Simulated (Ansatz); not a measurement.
## Random zinc-blende alloy of CdSe and MgSe: a scan of the volume by script

The script changes the volume step by step and solves each geometry.

Program: Ansatz 0.2.0. Level of theory: Kohn-Sham DFT, PBE, PAW set soft_1 (large core), plane waves. Results are calculated unless marked as measured.

### 1. Starting point

The cell holds 64 atoms: 24 Mg, 32 Se and 8 Cd. Its edges and angles: a = 11.873 Å, b = 11.873 Å, c = 11.873 Å, α = 90.0°, β = 90.0°, γ = 90.0°. Zinc-blende CdSe, 2 x 2 x 2 conventional cells, 24 of 32 Cd sites given to Mg at random (x = 0.750), lattice by Vegard's rule (a = 5.937 A); displaced by a Gaussian of 0.02 A.

### 2. Script and output

The script builds the cell with ASE, from fixed seeds where it draws at random, so the run can be repeated from this text alone. The cell is 11.8 Å or more across in its periodic directions, and the Γ point alone is taken as a first sampling. Occupations are fixed because a gap is expected. The PAW files are read from a folder beside the script (Ansatz's set soft_1), and the density starts from superposed atoms. Large-core PAW files are asked for; elements that have one carry fewer electrons, which cuts the cost. The atoms are relaxed first, so that the scan starts at or near a minimum at this cell. The cell is scaled with the atoms at fixed fractional positions, and a Birch–Murnaghan curve is fitted.

sweep.py

```python
import time
import warnings
import numpy as np
from ase.build import bulk
from ase.eos import EquationOfState
from ase.units import GPa
import ansatz as az

warnings.simplefilter("ignore", az.DeckWarning)
u = bulk('CdSe', 'zincblende', a=5.9367, cubic=True)
atoms = u.repeat([2, 2, 2])
rng = np.random.default_rng(26)
sites = rng.permutation([a.index for a in atoms if a.symbol == 'Cd'])
new = ['Mg'] * 24
for k, e in zip(sites, new): atoms[k].symbol = e
atoms.rattle(0.02, seed=26)
atoms.wrap()
print(f"{len(atoms)} atoms ({atoms.get_chemical_formula()}), volume {atoms.get_volume():.1f} A^3")

def setup(atoms):
    return (
        az.Crystal.from_ase(atoms)
        .calculation()
        .functional("pbe")
        .pseudopotentials("paw", azcp={"folder": "./paw"}, xc_functional="pbe", core="large")
        .basis(450)
        .kpoints(1, 1, 1)
        .occupations("fixed")
    )

def gap_of(report):
    e = np.concatenate(report["eigenvalues_ev"]); f = np.concatenate(report["occupations"])
    f = f / f.max()  # a half-filled level counts on both sides, so the gap is then zero
    return e[f > 0.3].max(), e[f < 0.7].min()

def relaxed(atoms):
    steps = []
    calc = setup(atoms).relax(force_tolerance=0.03, max_steps=100).forces()
    keep = lambda event: steps.append(event["data"]) if event["event"] == "relax_step" and event["data"].get("accepted", True) else None
    try:
        az.Session.from_yaml(calc.to_yaml()).plan(threads=4).execute(on_event=keep)
    except az.NonConvergedError as error:
        print("relaxation stopped at the step limit:", str(error).split(". ")[0])
    final = atoms.copy()
    final.set_cell(steps[-1].get("cell_ang", atoms.cell))
    final.positions = steps[-1]["positions_ang"]
    print(f"{len(steps)} steps, energy change {steps[-1]['lagrangian_ev'] - steps[0]['lagrangian_ev']:+.3f} eV, largest force component {steps[-1]['allowed_force_max_ev_ang']:.3f} eV/A", flush=True)
    return final

start = time.time()
start_cell = relaxed(atoms)
start_cell.set_constraint()
print(f"relaxed first, in {time.time() - start:.0f} s")

rows = []
for x in [0.96, 0.99, 1.02, 1.05, 1.08, 1.11, 1.14]:
    a = start_cell.copy()
    a.set_cell(a.cell[:] * x ** (1 / 3), scale_atoms=True)
    try:
        r = setup(a).forces().stress().band_table().run(threads=4).report
    except az.AnsatzError as error:
        print(x, 'failed:', str(error)[:110])
        continue
    print(x, f"F = {r['free_energy_ev']:.4f} eV after {r['n_iterations']} iterations", flush=True)
    homo, lumo = gap_of(r)
    rows.append((x, r['free_energy_ev'], np.sqrt(np.mean(np.square(r['forces_ev_ang']))), max(lumo - homo, 0), np.trace(r['stress_gpa']) / 3))
low = min(e for _, e, *_ in rows)
print("      V/V0  E - Emin (meV/atom)  rms force (eV/A)  gap (eV)  P (GPa)")
for x, e, f, gap, p in rows:
    print(f"{x:10.3f} {1000 * (e - low) / len(atoms):20.2f} {f:17.3f} {gap:9.3f} {p:8.2f}")
eos = EquationOfState([x * atoms.get_volume() for x, *_ in rows], [e for _, e, *_ in rows], "birchmurnaghan")
v0, e0, b0 = eos.fit()
print(f"fit with the ions carried along unrelaxed: V0 = {v0 / len(atoms):.3f} A^3/atom ({v0 / atoms.get_volume():.3f} of the start), B0 = {b0 / GPa:.1f} GPa")
```

Run with:

```sh
$ python sweep.py
```

What it wrote:

```text
64 atoms (Cd8Mg24Se32), volume 1673.9 A^3
4 steps, energy change -0.986 eV, largest force component 0.020 eV/A
relaxed first, in 46 s
0.96 F = -194777.3719 eV after 10 iterations
0.99 F = -194778.7408 eV after 10 iterations
1.02 F = -194779.5486 eV after 10 iterations
1.05 F = -194779.8715 eV after 10 iterations
1.08 F = -194779.7781 eV after 10 iterations
1.11 F = -194779.3263 eV after 10 iterations
1.14 F = -194778.5650 eV after 10 iterations
      V/V0  E - Emin (meV/atom)  rms force (eV/A)  gap (eV)  P (GPa)
     0.960                39.06             0.018     2.185     5.36
     0.990                17.67             0.008     2.075     3.43
     1.020                 5.04             0.006     1.971     1.76
     1.050                 0.00             0.013     1.871     0.33
     1.080                 1.46             0.019     1.775    -0.90
     1.110                 8.52             0.025     1.684    -1.96
     1.140                20.41             0.029     1.597    -2.87
fit with the ions carried along unrelaxed: V0 = 27.664 A^3/atom (1.058 of the start), B0 = 45.0 GPa
```

Elapsed: 3.4 min, on 4 threads of Arm Neoverse V1, shared host; peak memory 2.5 GiB.

### 3. Summary of results

```yaml
lowest_point_of_the_scan: 1.05 times the starting volume
energy_range: 39.1 meV/atom
gap_along_the_scan: 1.60 to 2.19 eV
fitted_volume: 27.664 Å³/atom
fitted_bulk_modulus_ions_unrelaxed: 45.0 GPa
```

**Reading.** The lowest of the points computed is at 1.05 times the starting volume; the scan spans 39.1 meV/atom. With the ions carried along unrelaxed the modulus tends to lie above the relaxed one. The gap goes from 2.19 eV at 0.96 to 1.60 eV at 1.14, so expansion at fixed fractional positions narrows it. Unless the band edges fold onto the sampled k-points, the gap at this level is narrower than the printed one, by up to an eV in wide bands, and a small gap may close. Local and semilocal functionals put gaps too low. Spin–orbit coupling is left out, and it can shift gaps where Se states form a band edge. Notices that the program raised in these runs, those on memory apart (the script silences some of them): datasets by core.

[Logs are printed without paths, hosts, clocks, repeated set-up lines and the standing remarks that a program may print on its own settings, such as how far it seeks lower states.]

[Hosts, paths, dates, database ids (printed as entryN), source tags and the programs' standing remarks are cut or masked in the printed files.]

[Scripts of this kind were picked in part by their result: those with far moves, changed bonds, near-zero gaps or large misses at database cells are mostly left out.]
